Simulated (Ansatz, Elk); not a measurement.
# How far do independent atoms describe MgTlBr3?

Structure refinements treat a crystal as free atoms side by side. For a made-up structure of MgTlBr3 (cell and positions from a PBE relaxation) the runs below show what the calculated density changes in F(hkl).

Program: Elk 11.2.3 (patched build). Level of theory: DFT, PBE, all-electron APW+lo, Dirac cores, scalar-relativistic bands, static density, no spin. Results are calculated unless marked as measured.

This account leaves out most program logs.

The structure was built from a prototype and need not be the compound's stable phase.

## Step 1: The starting structure

Symmetry: Pm-3m, No. 221, cubic system. The conventional cell has a = 5.348 Å, b = 5.348 Å, c = 5.348 Å, α = 90.00°, β = 90.00°, γ = 90.00°. Nearest to Tl lie 12 Br at 3.78 Å. Br has 2 Mg at 2.67 Å nearest. Nearest to Mg lie 6 Br at 2.67 Å. Farther neighbours and most contacts between anions are not listed.

## Step 2: Ground state and structure factors

An all-electron density is needed, since X-rays see the cores too. Task 0 finds the density and task 195 Fourier-transforms it; tshift is off so that phases refer to the origin typed.

elk.in

```
tasks
  0
  195

xctype
  20

spinpol
  .false.

rgkmax
  7.0

gmaxvr
  14.0

lmaxo
  7

lmaxapw
  8

swidth
  0.002

tshift
  .false.

ramdisk
  .false.

hmaxvr
  5.5

maxscl
  120

epspot
  1e-06

sppath
  './'

avec
  10.10625531450 0.00000000000 0.00000000000
  0.00000000000 10.10625531450 0.00000000000
  0.00000000000 0.00000000000 10.10625531450

atoms
  3
  'Tl.in'
  1
  0.0000000000 0.0000000000 0.0000000000   0.000000 0.000000 0.000000
  'Br.in'
  3
  0.5000000000 0.5000000000 0.0000000000   0.000000 0.000000 0.000000
  0.5000000000 0.0000000000 0.5000000000   0.000000 0.000000 0.000000
  0.0000000000 0.5000000000 0.5000000000   0.000000 0.000000 0.000000
  'Mg.in'
  1
  0.5000000000 0.5000000000 0.5000000000   0.000000 0.000000 0.000000

ngridk
  4 4 4
```

Run with:

```sh
$ OMP_NUM_THREADS=4 elk
```

It took 31 s on 4 threads of Arm Neoverse V2, shared host; peak memory 0.26 GiB.

SFACRHO.OUT:

```text

h k l indices transformed by vhmat matrix:
   1.000000000       0.000000000       0.000000000    
   0.000000000       1.000000000       0.000000000    
   0.000000000       0.000000000       1.000000000    

      h      k      l  multipl.   |H|            Re(F)            Im(F)           |F|

      0      0      0      1   0.0000000       198.00000      0.12364085E-15   198.00000    
      0      0      1      6  0.62171250       33.697210      0.85453883E-14   33.697210    
      0     -1      1     12  0.87923426       52.815718      0.53045294E-14   52.815718    
     -1     -1     -1      8   1.0768376       151.59665      0.17413098E-13   151.59665    
      0      0     -2      6   1.2434250       163.96654      0.15124898E-13   163.96654    
     -1     -2      0     24   1.3901914       32.157239     -0.98148458E-14   32.157239    
     -2      1      1     24   1.5228784       48.306751     -0.38042992E-14   48.306751    
     -2      2      0     12   1.7584685       146.72706     -0.96294131E-14   146.72706    
     -2      1     -2     24   1.8651375       30.310849      0.24618643E-13   30.310849    
     -3      0      0      6   1.8651375       30.188786      0.78230214E-13   30.188786    
      0      3     -1     24   1.9660276       44.850529      0.11327757E-13   44.850529    
      3     -1      1     24   2.0619871       123.27330      0.38284070E-13   123.27330    
      2      2      2      8   2.1536753       135.38071     -0.39486419E-13   135.38071    
      0      3     -2     24   2.2416163       28.640625     -0.61933471E-13   28.640625    
     -3      1      2     48   2.3262352       41.911819      0.16910623E-13   41.911819    
      4      0      0      6   2.4868500       126.91743     -0.24346729E-13   126.91743    
     -1      0      4     24   2.5633863       27.315612     -0.28925227E-14   27.315612    
      2     -3     -2     24   2.5633863       27.392206      0.53158066E-13   27.392206
```

Elk indexes on the primitive cell of elk.in and gives |H| = 4π sin θ/λ in inverse bohr. Below, one row stands for each form hkl of the conventional cell (m members, Friedel mates merged), F is for one primitive cell and the density is static (no thermal factor). Free-atom factors are Waasmaier and Kirfel's, and R is Σm||F|−|F'||/Σm|F|.

```
hkl   m  sin θ/λ (Å⁻¹)  abs F, DFT  neutral atoms   diff.     ions   diff.
100   6          0.093      33.697         33.882  -0.185   34.005  -0.307
110  12          0.132      52.816         53.196  -0.380   52.537  +0.279
111   8          0.162     151.597        151.189  +0.408  151.420  +0.177
200   6          0.187     163.966        163.820  +0.146  163.730  +0.236
210  24          0.209      32.157         32.141  +0.016   32.162  -0.005
211  24          0.229      48.307         48.332  -0.025   48.453  -0.146
220  12          0.264     146.727        146.908  -0.181  146.825  -0.098
221  24          0.281      30.311         30.213  +0.098   30.154  +0.157
300   6          0.281      30.189         30.213  -0.024   30.154  +0.035
310  24          0.296      44.850         44.779  +0.071   44.859  -0.008
311  24          0.310     123.273        123.501  -0.228  123.276  -0.003
222   8          0.324     135.381        135.638  -0.257  135.535  -0.154
320  24          0.337      28.641         28.623  +0.018   28.564  +0.077
321  48          0.350      41.912         41.917  -0.005   41.940  -0.028
400   6          0.374     126.917        127.065  -0.148  126.966  -0.049
410  24          0.386      27.316         27.363  -0.047   27.319  -0.003
322  24          0.386      27.392         27.363  +0.029   27.319  +0.073
330  12          0.397      39.555         39.564  -0.009   39.554  +0.002
411  24          0.397      39.607         39.564  +0.043   39.554  +0.053
331  24          0.407     109.327        109.497  -0.170  109.401  -0.074
420  24          0.418     119.903        120.070  -0.167  120.006  -0.103
421  48          0.428      26.348         26.357  -0.009   26.327  +0.021
```

The ions are Mg2+, Tl+ and Br−, by formal charge.

## Step 3: The highest occupied states alone

An energy window below the Fermi level keeps the highest occupied states, to see at which angles they scatter; shallow core shells can lie inside it and anion s states outside. No new self-consistency is needed.

elk.in: that of step 2 with these lines changed.

```diff
@@ -1,3 +1,2 @@
 tasks
-  0
   195
@@ -40,2 +39,5 @@
 
+wsfac
+  -0.282390 0.385100
+
 sppath
```

Run with:

```sh
$ OMP_NUM_THREADS=4 elk
```

Elapsed: 17 s, on 4 threads; peak memory 0.16 GiB.

States within 10 eV below the Fermi level hold 20.00 electrons; any levels below the window count with the cores. Their amplitudes can exceed the total, where window and core parts have opposite phase:

```
hkl  sin θ/λ (Å⁻¹)  abs F, window  abs F, all
100          0.093          3.019      33.697
110          0.132          1.708      52.816
111          0.162          6.407     151.597
200          0.187          4.519     163.966
210          0.209          0.835      32.157
211          0.229          0.649      48.307
220          0.264          0.587     146.727
221          0.281          0.123      30.311
300          0.281          0.150      30.189
310          0.296          0.123      44.850
```

## Step 4: Another functional

The difference from free atoms is small, so it is set against the change that LDA (Perdew-Wang) makes.

elk.in: that of step 3 with these lines changed.

```diff
@@ -1,2 +1,3 @@
 tasks
+  0
   195
@@ -4,3 +5,3 @@
 xctype
-  20
+  3
 
@@ -39,5 +40,2 @@
 
-wsfac
-  -0.282390 0.385100
-
 sppath
```

Run with:

```sh
$ OMP_NUM_THREADS=4 elk
```

The job ended after 19 s (4 threads; peak memory 0.21 GiB).

Against the first run R = 0.03 %; the largest change is -0.054 at 440.

## Step 5: Basis size

A smaller basis shows how fast F responds to it; the change is likely larger than the basis error of the first run, but doesn't show convergence.

elk.in: that of step 4 with these lines changed.

```diff
@@ -5,3 +5,3 @@
 xctype
-  3
+  20
 
@@ -11,3 +11,3 @@
 rgkmax
-  7.0
+  5.5
```

Run with:

```sh
$ OMP_NUM_THREADS=4 elk
```

Wall time 28 s (4 threads); peak memory 0.25 GiB; 51 s of CPU time.

Against the first run R = 0.01 %; the largest change is +0.055 at 400.

## Step 6: Settings against the effect

```
              run  R against the first run (%)  R against neutral atoms, low angle (%)  wall time
    PBE, rgkmax 7                         0.00                                    0.20       31 s
LDA (Perdew-Wang)                         0.03                                    0.18       19 s
       rgkmax 5.5                         0.01                                    0.20       28 s
```

## Step 7: What came out

```
R against neutral atoms, sin θ/λ < 0.3 Å⁻¹ : 0.20 %
R against neutral atoms, 0.3 to 0.83 Å⁻¹   : 0.11 %
R against ions, below 0.3 Å⁻¹              : 0.20 %
```

**Reading.** Independent neutral atoms miss the calculated amplitudes by R = 0.20 % below 0.3 Å⁻¹ and 0.11 % from there to 0.83 Å⁻¹; by shells, 0.68 % below 0.15 Å⁻¹ (2 forms), 0.15 % 0.15 to 0.3 (8 forms), 0.12 % 0.3 to 0.45 (13 forms), 0.11 % above 0.45 (81 forms). Bonding, aspherical density and the tables' own atoms all enter these figures, and the runs don't part them. The largest change of an amplitude is +0.41 electrons, at 111. Formal ions give R = 0.20 % at low angle, no better and no worse than neutral atoms. The window's part falls from 20.0 electrons at the origin to at most 0.35 between 0.45 and 0.83 Å⁻¹. Below 0.3 Å⁻¹ the changes that finished (LDA (Perdew-Wang) and rgkmax 5.5) move F by R = 0.03 % at most, against the 0.20 % that separates it from free atoms. The k-mesh has no finished test. Spin-orbit coupling is left out, which can matter for elements this heavy. Part of the difference isn't bonding: the tables are fits to free atoms and ions calculated by other methods than this functional. Thermal motion, anomalous dispersion and extinction are left out.

[Logs are printed without paths, hosts, clocks, repeated set-up lines and the standing remarks that a program may print on its own settings, such as how far it seeks lower states.]

[Hosts, paths, dates, database ids (printed as entryN), source tags and the programs' standing remarks are cut or masked in the printed files.]
